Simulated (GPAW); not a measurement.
**C2 in line between two Ir chains: relaxation, then transmission at several levels**

How well does C2 in line between two Ir chains conduct once its atoms have relaxed, and how much do cheaper levels lose?

Program: GPAW 26.7.0. Level of theory: GPAW LCAO, PAW setups; relaxation of the junction within the symmetry of its start, lead ends held, in the first sound run; inputs show where later runs differ. Results are calculated unless marked as measured.

### 1. The structure

The cell holds 18 atoms: 16 Ir and 2 C. Its edges and angles: a = 9.000 Å, b = 9.000 Å, c = 39.257 Å, α = 90.0°, β = 90.0°, γ = 90.0°. Regions: left lead, 8 atoms (8 Ir); channel, 2 atoms (2 C); right lead, 8 atoms (8 Ir). Vacuum lies along a and b. The structure is stacked along c, and the current runs across the ab planes.

### 2. Relaxing the atoms

Transmission follows bond lengths closely, so the atoms between the held lead ends are relaxed first, within whatever symmetry the start has.

Input file run.py:

```python
import json
from ase import Atoms
from ase.constraints import FixAtoms
from ase.optimize import BFGS
from gpaw import GPAW, FermiDirac

device = Atoms(
    ['Ir', 'Ir', 'Ir', 'Ir', 'Ir', 'Ir', 'Ir', 'Ir', 'C', 'C', 'Ir', 'Ir', 'Ir', 'Ir', 'Ir', 'Ir', 'Ir', 'Ir'],
    positions=[
        [4.50000, 4.50000, 1.15000],
        [4.50000, 4.50000, 3.45000],
        [4.50000, 4.50000, 5.75000],
        [4.50000, 4.50000, 8.05000],
        [4.50000, 4.50000, 10.35000],
        [4.50000, 4.50000, 12.65000],
        [4.50000, 4.50000, 14.95000],
        [4.50000, 4.50000, 17.25000],
        [4.50000, 4.50000, 19.00850],
        [4.50000, 4.50000, 20.24850],
        [4.50000, 4.50000, 22.00700],
        [4.50000, 4.50000, 24.30700],
        [4.50000, 4.50000, 26.60700],
        [4.50000, 4.50000, 28.90700],
        [4.50000, 4.50000, 31.20700],
        [4.50000, 4.50000, 33.50700],
        [4.50000, 4.50000, 35.80700],
        [4.50000, 4.50000, 38.10700]],
    cell=[[9.0, 0.0, 0.0], [0.0, 9.0, 0.0], [0.0, 0.0, 39.257]],
    pbc=True)

device.set_constraint(FixAtoms([0, 1, 2, 3, 4, 5, 6, 11, 12, 13, 14, 15, 16, 17]))
device.calc = GPAW(mode='lcao', basis='dzp', xc='PBE', h=0.18,
                   kpts={'size': (1, 1, 2), 'gamma': True},
                   symmetry={'tolerance': 1e-3, 'extra_ids': [1, 1, 1, 1, 1, 1, 1, 0, 0, 0, 0, 1, 1, 1, 1, 1, 1, 1]},
                   occupations=FermiDirac(0.1), maxiter=250,
                   mixer=dict(beta=0.1, nmaxold=8, weight=100.0),
                   convergence=dict(density=0.0001), txt='relax.txt')
path = []
opt = BFGS(device, maxstep=0.15)
opt.attach(lambda: path.append((device.get_potential_energy(), device.positions.tolist(), device.get_forces().tolist())))
relaxed = bool(opt.run(fmax=0.05, steps=50))
json.dump(dict(relaxed=relaxed, path=path, positions=device.positions.tolist(), moments=device.get_magnetic_moments().tolist(),
               forces=device.get_forces(apply_constraint=False).tolist()), open('result.json', 'w'))
```

Run with:

```console
OMP_NUM_THREADS=1 OPENBLAS_NUM_THREADS=1 python run.py
```

Log:

```text
Step          Energy          fmax
BFGS:    0      -90.074510        2.867901
BFGS:    1      -90.177642        2.712963
BFGS:    2      -90.257995        0.368877
BFGS:    3      -90.259010        0.033113
```

Elapsed: 9.3 min, on 1 thread of Arm Neoverse V1, shared host; peak memory 1.9 GiB.

Relaxation path:

| step | energy less that of the first step (eV) | largest force (eV/Å) |
| --- | --- | --- |
| 1 | 0.0000 | 2.8679 |
| 2 | -0.1104 | 2.7130 |
| 3 | -0.1939 | 0.3689 |
| 4 | -0.1944 | 0.0331 |

The atoms that moved most (Å):

| atom | dx | dy | dz | length |
| --- | --- | --- | --- | --- |
| Ir11 | 0.000 | 0.000 | 0.055 | 0.055 |
| Ir8 | 0.000 | 0.000 | -0.055 | 0.055 |
| C10 | 0.000 | 0.000 | 0.022 | 0.022 |
| C9 | 0.000 | 0.000 | -0.022 | 0.022 |

The relaxation lowered the energy of the cell by 0.194 eV (energies extrapolated to zero smearing; the optimiser's log prints free energies). The largest force left on a free atom is 0.033 eV/Å.

### 3. Double-zeta polarised basis

Localised orbitals split the wire into layers that couple to their neighbours alone, which is what the Green's function method needs; double zeta with polarisation is the usual level for numbers.

This step: GPAW LCAO, PAW setups; Landauer transmission from Green's functions with principal layers (ASE), zero bias (GPAW 26.7.0).

Input file run.py:

```python
import json
import numpy as np
from ase import Atoms
from ase.transport.calculators import TransportCalculator
from gpaw import GPAW, FermiDirac
from gpaw.lcao.tools import get_lcao_hamiltonian
from scipy.linalg import eigh

# The junction with lead layers at both ends, along the third cell vector
device = Atoms(
    ['Ir', 'Ir', 'Ir', 'Ir', 'Ir', 'Ir', 'Ir', 'Ir', 'C', 'C', 'Ir', 'Ir', 'Ir', 'Ir', 'Ir', 'Ir', 'Ir', 'Ir'],
    positions=[
        [4.50000, 4.50000, 1.15000],
        [4.50000, 4.50000, 3.45000],
        [4.50000, 4.50000, 5.75000],
        [4.50000, 4.50000, 8.05000],
        [4.50000, 4.50000, 10.35000],
        [4.50000, 4.50000, 12.65000],
        [4.50000, 4.50000, 14.95000],
        [4.50000, 4.50000, 17.19530],
        [4.50000, 4.50000, 18.98673],
        [4.50000, 4.50000, 20.27027],
        [4.50000, 4.50000, 22.06170],
        [4.50000, 4.50000, 24.30700],
        [4.50000, 4.50000, 26.60700],
        [4.50000, 4.50000, 28.90700],
        [4.50000, 4.50000, 31.20700],
        [4.50000, 4.50000, 33.50700],
        [4.50000, 4.50000, 35.80700],
        [4.50000, 4.50000, 38.10700]],
    cell=[[9.0, 0.0, 0.0], [0.0, 9.0, 0.0], [0.0, 0.0, 39.257]],
    pbc=True)

# One principal layer of the lead: the first 5 atoms of the device
lead = Atoms(
    ['Ir', 'Ir', 'Ir', 'Ir', 'Ir'],
    positions=[
        [4.50000, 4.50000, 1.15000],
        [4.50000, 4.50000, 3.45000],
        [4.50000, 4.50000, 5.75000],
        [4.50000, 4.50000, 8.05000],
        [4.50000, 4.50000, 10.35000]],
    cell=[[9.0, 0.0, 0.0], [0.0, 9.0, 0.0], [0.0, 0.0, 11.5]],
    pbc=True)

settings = dict(mode='lcao', basis='dzp', xc='PBE', h=0.2,
                occupations=FermiDirac(0.1), maxiter=250,
                mixer=dict(beta=0.1, nmaxold=8, weight=100.0),
                convergence=dict(density=0.0001))
energies = np.arange(-2, 2 + 1e-9, 0.025)
eta = 0.0001
n1, n2 = 1, 1
# k and -k transmit alike, so half of the mesh across the current serves
mesh = [(i, j) for i in range(n1) for j in range(n2) if (i, j) <= (-i % n1, -j % n2)]
weights = np.array([1 if (i, j) == (-i % n1, -j % n2) else 2 for i, j in mesh]) / (n1 * n2)

# [... helper functions left out ...]
fermi_lead = ground_state(lead, (1, 1, 10), 'lead.txt')
fermi_device = ground_state(device, (1, 1, 2), 'device.txt')
# [... loop over the mesh left out, but for ...]
        # Shift the lead onto the potential of the device's first layer
        shift = ((H[:, 0, 0] - H0[:, 0, 0]) / S0[0, 0]).real.mean()
# [...]
kT = 8.617333e-5 * 300
bias = [0.1, 0.2, 0.5, 1.0, 1.5, 2.0]
# [... integrals and printing left out ...]
```

Log:

```text
basis functions: device 458, principal layer 135
Fermi level: lead -3.8817 eV, device -3.9494 eV; lead shifted by -0.0068 eV
largest coupling past the next layer 1.48e-06 eV, largest misfit of the first layer 0.093 eV
  E-E_F (eV)   T (one spin)  [channel counts left out]
    -2.000    2.1980e+00
    -1.975    2.1905e+00
    -1.950    2.1862e+00
    -1.925    2.1831e+00
    -1.900    2.1805e+00
    -1.875    2.1790e+00
    -1.850    2.1764e+00
    -1.825    2.1744e+00
    -1.800    2.1724e+00
    -1.775    2.1704e+00
    -1.750    2.1685e+00
    -1.725    2.1666e+00
    -1.700    2.1646e+00
    -1.675    2.1627e+00
    -1.650    2.1609e+00
    -1.625    2.1592e+00
[...]
1.825    1.8592e+00
     1.850    1.7779e+00
     1.875    1.6373e+00
     1.900    1.3435e+00
     1.925    3.8374e-01
     1.950    6.6643e-02
     1.975    6.6399e-02
     2.000    6.6167e-02
conductance at 300 K: 2.1789 G0 a cell; thermopower -0.2541 uV/K
current from the zero-bias T(E) at 0.1 V: 16.882 uA
current from the zero-bias T(E) at 0.2 V: 33.764 uA
current from the zero-bias T(E) at 0.5 V: 84.408 uA
current from the zero-bias T(E) at 1.0 V: 168.58 uA
current from the zero-bias T(E) at 1.5 V: 252.25 uA
current from the zero-bias T(E) at 2.0 V: 334.95 uA
```

It took 4.1 min on 1 thread; peak memory 1.4 GiB.

Numbers from this step:

```
conductance                                    : 2.179 G₀
largest coupling past the next principal layer : 1.48e-6 eV
largest misfit of the first principal layer    : 0.09289 eV
shift that aligns the lead                     : -0.006820 eV
basis functions of the junction                : 458
basis functions of a principal layer           : 135
transmission at the Fermi level (one spin)     : 2.179
```

One spin. The transmission, zone mean by energy, zero at the Fermi level:

| energy (eV) | transmission, zone mean |
| --- | --- |
| -2.000 | 2.20 |
| -1.900 | 2.18 |
| -1.800 | 2.17 |
| -1.700 | 2.16 |
| -1.600 | 2.16 |
| -1.500 | 2.15 |
| -1.400 | 2.15 |
| -1.300 | 2.15 |
| -1.200 | 2.15 |
| -1.100 | 2.15 |
| -1.000 | 2.14 |
| -0.900 | 2.14 |
| -0.800 | 2.14 |
| -0.700 | 2.14 |
| -0.600 | 2.14 |
| -0.500 | 2.15 |
| -0.400 | 2.15 |
| -0.300 | 2.16 |
| -0.200 | 2.17 |
| -0.100 | 2.17 |
| 0.000 | 2.18 |
| 0.100 | 2.19 |
| 0.200 | 2.19 |
| 0.300 | 2.19 |
| 0.400 | 2.19 |
| 0.500 | 2.19 |
| 0.600 | 2.18 |
| 0.700 | 2.18 |
| 0.800 | 2.17 |
| 0.900 | 2.11 |
| 1.000 | 2.10 |
| 1.100 | 2.09 |
| 1.200 | 2.08 |
| 1.300 | 2.07 |
| 1.400 | 2.07 |
| 1.500 | 2.06 |
| 1.600 | 2.04 |
| 1.700 | 2.01 |
| 1.800 | 1.91 |
| 1.900 | 1.34 |
| 2.000 | 0.0662 |

Not self-consistent under bias; the bias window is split evenly. Current through one cell, from the zero-bias transmission against bias:

| bias (V) | current through one cell, from the zero-bias transmission (μA) |
| --- | --- |
| 0.100 | 16.9 |
| 0.200 | 33.8 |
| 0.500 | 84.4 |
| 1.000 | 169 |
| 1.500 | 252 |
| 2.000 | 335 |

Transmission of the three most open eigenchannels against energy, zero at the Fermi level:

| energy (eV) | channel 1 | channel 2 | channel 3 |
| --- | --- | --- | --- |
| -2.000 | 0.999 | 0.999 | 0.200 |
| -1.900 | 0.998 | 0.998 | 0.184 |
| -1.800 | 0.998 | 0.998 | 0.177 |
| -1.700 | 0.997 | 0.997 | 0.170 |
| -1.600 | 0.997 | 0.997 | 0.164 |
| -1.500 | 0.996 | 0.996 | 0.160 |
| -1.400 | 0.995 | 0.995 | 0.159 |
| -1.300 | 0.994 | 0.994 | 0.160 |
| -1.200 | 0.993 | 0.993 | 0.162 |
| -1.100 | 0.992 | 0.992 | 0.162 |
| -1.000 | 0.991 | 0.991 | 0.160 |
| -0.900 | 0.990 | 0.990 | 0.158 |
| -0.800 | 0.990 | 0.990 | 0.156 |
| -0.700 | 0.990 | 0.990 | 0.156 |
| -0.600 | 0.991 | 0.991 | 0.158 |
| -0.500 | 0.993 | 0.993 | 0.161 |
| -0.400 | 0.995 | 0.995 | 0.164 |
| -0.300 | 0.996 | 0.996 | 0.167 |
| -0.200 | 0.997 | 0.997 | 0.171 |
| -0.100 | 0.998 | 0.998 | 0.175 |
| 0.000 | 0.998 | 0.998 | 0.181 |
| 0.100 | 0.999 | 0.999 | 0.189 |
| 0.200 | 0.999 | 0.999 | 0.194 |
| 0.300 | 0.999 | 0.999 | 0.196 |
| 0.400 | 0.999 | 0.999 | 0.193 |
| 0.500 | 0.999 | 0.999 | 0.187 |
| 0.600 | 0.999 | 0.999 | 0.183 |
| 0.700 | 0.999 | 0.999 | 0.179 |
| 0.800 | 0.999 | 0.999 | 0.169 |
| 0.900 | 0.999 | 0.999 | 0.117 |
| 1.000 | 0.998 | 0.998 | 0.101 |
| 1.100 | 0.998 | 0.998 | 0.0918 |
| 1.200 | 0.998 | 0.998 | 0.0855 |
| 1.300 | 0.997 | 0.997 | 0.0807 |
| 1.400 | 0.995 | 0.995 | 0.0770 |
| 1.500 | 0.992 | 0.992 | 0.0741 |
| 1.600 | 0.985 | 0.985 | 0.0718 |
| 1.700 | 0.969 | 0.969 | 0.0699 |
| 1.800 | 0.922 | 0.922 | 0.0684 |
| 1.900 | 0.638 | 0.638 | 0.0672 |
| 2.000 | 0.0662 | 9.8e-9 | 9.8e-9 |

Couplings past the next layer reach 1.5e-6 eV, small enough to drop; the matrix elements of the cell's first layer differ from the bulk lead's by up to 0.093 eV. That layer keeps its own values in the calculation, and only beyond it is the lead taken as perfect. The Fermi levels of lead and junction count from different zeros of potential, one for each periodic cell; with both set to zero, the small remaining shift is what aligns them. Without spin-orbit coupling, which is large for these atoms, channel counts and T are those of the scalar-relativistic bands. By hand: G = 2.179 × 77.48 μS = 169 μS, a resistance of 5.92 kΩ; at 0.1 V a linear junction would pass 16.9 μA, and the integral over the bias window gives 16.9 μA.

### 4. GPAW, szp: basis = "szp(dzp)"

One radial function a shell plus polarisation makes the matrices smaller; the question is what that costs.

Edit run.py of step 3 so:

```diff
@@ -45,3 +45,3 @@
 
-settings = dict(mode='lcao', basis='dzp', xc='PBE', h=0.2,
+settings = dict(mode='lcao', basis='szp(dzp)', xc='PBE', h=0.2,
                 occupations=FermiDirac(0.1), maxiter=250,
```

Log:

```text
basis functions: device 258, principal layer 75
Fermi level: lead -3.5970 eV, device -3.7277 eV; lead shifted by -0.0152 eV
largest coupling past the next layer 1.48e-06 eV, largest misfit of the first layer 0.102 eV
  E-E_F (eV)   T (one spin)  [channel counts left out]
    -2.000    2.1650e+00
    -1.975    2.1650e+00
    -1.950    2.1645e+00
    -1.925    2.1638e+00
    -1.900    2.1628e+00
    -1.875    2.1616e+00
    -1.850    2.1602e+00
    -1.825    2.1586e+00
    -1.800    2.1569e+00
    -1.775    2.1552e+00
    -1.750    2.1535e+00
    -1.725    2.1518e+00
    -1.700    2.1502e+00
    -1.675    2.1488e+00
    -1.650    2.1474e+00
    -1.625    2.1462e+00
[...]
1.825    1.7266e+00
     1.850    1.6604e+00
     1.875    1.5586e+00
     1.900    1.3789e+00
     1.925    9.6949e-01
     1.950    6.3735e-02
     1.975    6.3627e-02
     2.000    6.3532e-02
conductance at 300 K: 2.1729 G0 a cell; thermopower -0.3612 uV/K
current from the zero-bias T(E) at 0.1 V: 16.834 uA
current from the zero-bias T(E) at 0.2 V: 33.664 uA
current from the zero-bias T(E) at 0.5 V: 84.064 uA
current from the zero-bias T(E) at 1.0 V: 167.57 uA
current from the zero-bias T(E) at 1.5 V: 250.45 uA
current from the zero-bias T(E) at 2.0 V: 331.89 uA
```

The job ended after 2.2 min (1 thread; peak memory 1.4 GiB).

Numbers from this step:

```
conductance                                 : 2.173 G₀
largest misfit of the first principal layer : 0.1023 eV
shift that aligns the lead                  : -0.01515 eV
basis functions of the junction             : 258
basis functions of a principal layer        : 75
transmission at the Fermi level (one spin)  : 2.173
```

One spin. The transmission, zone mean by energy, zero at the Fermi level:

| energy (eV) | transmission, zone mean |
| --- | --- |
| -2.000 | 2.16 |
| -1.900 | 2.16 |
| -1.800 | 2.16 |
| -1.700 | 2.15 |
| -1.600 | 2.15 |
| -1.500 | 2.14 |
| -1.400 | 2.14 |
| -1.300 | 2.14 |
| -1.200 | 2.13 |
| -1.100 | 2.13 |
| -1.000 | 2.12 |
| -0.900 | 2.11 |
| -0.800 | 2.11 |
| -0.700 | 2.11 |
| -0.600 | 2.12 |
| -0.500 | 2.13 |
| -0.400 | 2.13 |
| -0.300 | 2.14 |
| -0.200 | 2.15 |
| -0.100 | 2.16 |
| 0.000 | 2.17 |
| 0.100 | 2.18 |
| 0.175 | 2.19 |
| 0.200 | 2.19 |
| 0.300 | 2.18 |
| 0.400 | 2.17 |
| 0.500 | 2.17 |
| 0.600 | 2.17 |
| 0.700 | 2.16 |
| 0.800 | 2.10 |
| 0.900 | 2.08 |
| 1.000 | 2.06 |
| 1.100 | 2.05 |
| 1.200 | 2.04 |
| 1.300 | 2.02 |
| 1.400 | 2.00 |
| 1.500 | 1.97 |
| 1.600 | 1.93 |
| 1.700 | 1.88 |
| 1.800 | 1.77 |
| 1.900 | 1.38 |
| 2.000 | 0.0635 |

Not self-consistent under bias; the bias window is split evenly. Current through one cell, from the zero-bias transmission against bias:

| bias (V) | current through one cell, from the zero-bias transmission (μA) |
| --- | --- |
| 0.100 | 16.8 |
| 0.200 | 33.7 |
| 0.500 | 84.1 |
| 1.000 | 168 |
| 1.500 | 250 |
| 2.000 | 332 |

Table of transmission of the three most open eigenchannels by energy, zero at the Fermi level:

| energy (eV) | channel 1 | channel 2 | channel 3 |
| --- | --- | --- | --- |
| -2.000 | 0.999 | 0.999 | 0.168 |
| -1.800 | 0.997 | 0.997 | 0.162 |
| -1.600 | 0.996 | 0.996 | 0.154 |
| -1.400 | 0.994 | 0.994 | 0.153 |
| -1.200 | 0.990 | 0.990 | 0.154 |
| -1.000 | 0.984 | 0.984 | 0.151 |
| -0.800 | 0.981 | 0.981 | 0.150 |
| -0.600 | 0.983 | 0.983 | 0.152 |
| -0.400 | 0.989 | 0.989 | 0.154 |
| -0.200 | 0.994 | 0.994 | 0.162 |
| 0.000 | 0.996 | 0.996 | 0.181 |
| 0.200 | 0.996 | 0.996 | 0.194 |
| 0.400 | 0.994 | 0.994 | 0.186 |
| 0.600 | 0.993 | 0.993 | 0.181 |
| 0.800 | 0.991 | 0.991 | 0.120 |
| 1.000 | 0.988 | 0.988 | 0.0862 |
| 1.200 | 0.982 | 0.982 | 0.0758 |
| 1.400 | 0.966 | 0.966 | 0.0700 |
| 1.600 | 0.934 | 0.934 | 0.0665 |
| 1.800 | 0.854 | 0.854 | 0.0646 |
| 2.000 | 0.0635 | 2.3e-8 | 2.3e-8 |

The conductance, 2.17 G₀, lies 0.3 % below that of the dzp run.

### 5. GPAW, sz: basis = "sz(dzp)"

One function for each valence shell of the setup, as for a first survey of a large system.

Edit run.py of step 4 so:

```diff
@@ -45,3 +45,3 @@
 
-settings = dict(mode='lcao', basis='szp(dzp)', xc='PBE', h=0.2,
+settings = dict(mode='lcao', basis='sz(dzp)', xc='PBE', h=0.2,
                 occupations=FermiDirac(0.1), maxiter=250,
```

Log:

```text
basis functions: device 200, principal layer 60
Fermi level: lead -3.6006 eV, device -3.7359 eV; lead shifted by -0.0158 eV
largest coupling past the next layer 1.47e-06 eV, largest misfit of the first layer 0.055 eV
  E-E_F (eV)   T (one spin)  [channel counts left out]
    -2.000    2.1260e+00
    -1.975    2.1246e+00
    -1.950    2.1231e+00
[...]
1.975    7.1422e-02
     2.000    7.1439e-02
conductance at 300 K: 2.163 G0 a cell; thermopower -0.4689 uV/K
current from the zero-bias T(E) at 0.1 V: 16.757 uA
current from the zero-bias T(E) at 0.2 V: 33.507 uA
current from the zero-bias T(E) at 0.5 V: 83.63 uA
current from the zero-bias T(E) at 1.0 V: 166.53 uA
current from the zero-bias T(E) at 1.5 V: 248.59 uA
current from the zero-bias T(E) at 2.0 V: 328.87 uA
```

The job ended after 96 s (1 thread; peak memory 1.3 GiB).

Numbers from this step:

```
conductance                                    : 2.163 G₀
largest coupling past the next principal layer : 1.47e-6 eV
largest misfit of the first principal layer    : 0.05485 eV
shift that aligns the lead                     : -0.01576 eV
basis functions of the junction                : 200
basis functions of a principal layer           : 60
transmission at the Fermi level (one spin)     : 2.163
```

One spin. The transmission, zone mean by energy, zero at the Fermi level:

energy (eV), transmission, zone mean and a bar:
```
   -2.000       2.13 #############################
   -1.800       2.11 #############################
   -1.600       2.10 #############################
   -1.400       2.09 #############################
   -1.200       2.07 #############################
   -1.000       2.06 ############################
   -0.800       2.06 ############################
   -0.600       2.08 #############################
   -0.400       2.10 #############################
   -0.200       2.13 #############################
    0.000       2.16 ##############################
    0.200       2.18 ##############################
    0.400       2.17 ##############################
    0.600       2.17 ##############################
    0.800       2.09 #############################
    1.000       2.06 ############################
    1.200       2.05 ############################
    1.400       2.02 ############################
    1.600       1.97 ###########################
    1.800       1.82 #########################
    2.000       0.07
```

The conductance, 2.16 G₀, lies 0.7 % below that of the dzp run.

### 6. RPBE in the dzp basis: xc = "RPBE"

Back in the dzp basis, the functional changes from PBE to RPBE, to set the spread between functionals beside that between bases.

Edit run.py of step 5 so:

```diff
@@ -45,3 +45,3 @@
 
-settings = dict(mode='lcao', basis='sz(dzp)', xc='PBE', h=0.2,
+settings = dict(mode='lcao', basis='dzp', xc='RPBE', h=0.2,
                 occupations=FermiDirac(0.1), maxiter=250,
```

Log:

```text
basis functions: device 458, principal layer 135
Fermi level: lead -3.7906 eV, device -3.8598 eV; lead shifted by -0.0040 eV
largest coupling past the next layer 1.47e-06 eV, largest misfit of the first layer 0.092 eV
  E-E_F (eV)   T (one spin)  [channel counts left out]
    -2.000    2.2345e+00
    -1.975    2.2043e+00
    -1.950    2.1966e+00
[...]
1.975    6.9408e-02
     2.000    6.9156e-02
conductance at 300 K: 2.1821 G0 a cell; thermopower -0.2281 uV/K
current from the zero-bias T(E) at 0.1 V: 16.907 uA
current from the zero-bias T(E) at 0.2 V: 33.815 uA
current from the zero-bias T(E) at 0.5 V: 84.548 uA
current from the zero-bias T(E) at 1.0 V: 168.95 uA
current from the zero-bias T(E) at 1.5 V: 252.87 uA
current from the zero-bias T(E) at 2.0 V: 335.85 uA
```

It took 3.9 min on 1 thread; peak memory 1.4 GiB.

Numbers from this step:

| Item | Value |
| --- | --- |
| conductance | 2.182 G₀ |
| largest misfit of the first principal layer | 0.09180 eV |
| shift that aligns the lead | -0.003984 eV |
| basis functions of the junction | 458 |
| basis functions of a principal layer | 135 |
| transmission at the Fermi level (one spin) | 2.182 |

The conductance equals that of the dzp run to 0.2 %.

(Part 1 of 2 ends here.)

[Logs are printed without paths, hosts, clocks, repeated set-up lines and the standing remarks that a program may print on its own settings, such as how far it seeks lower states.]

[Hosts, paths, dates, database ids (printed as entryN), source tags and the programs' standing remarks are cut or masked in the printed files.]
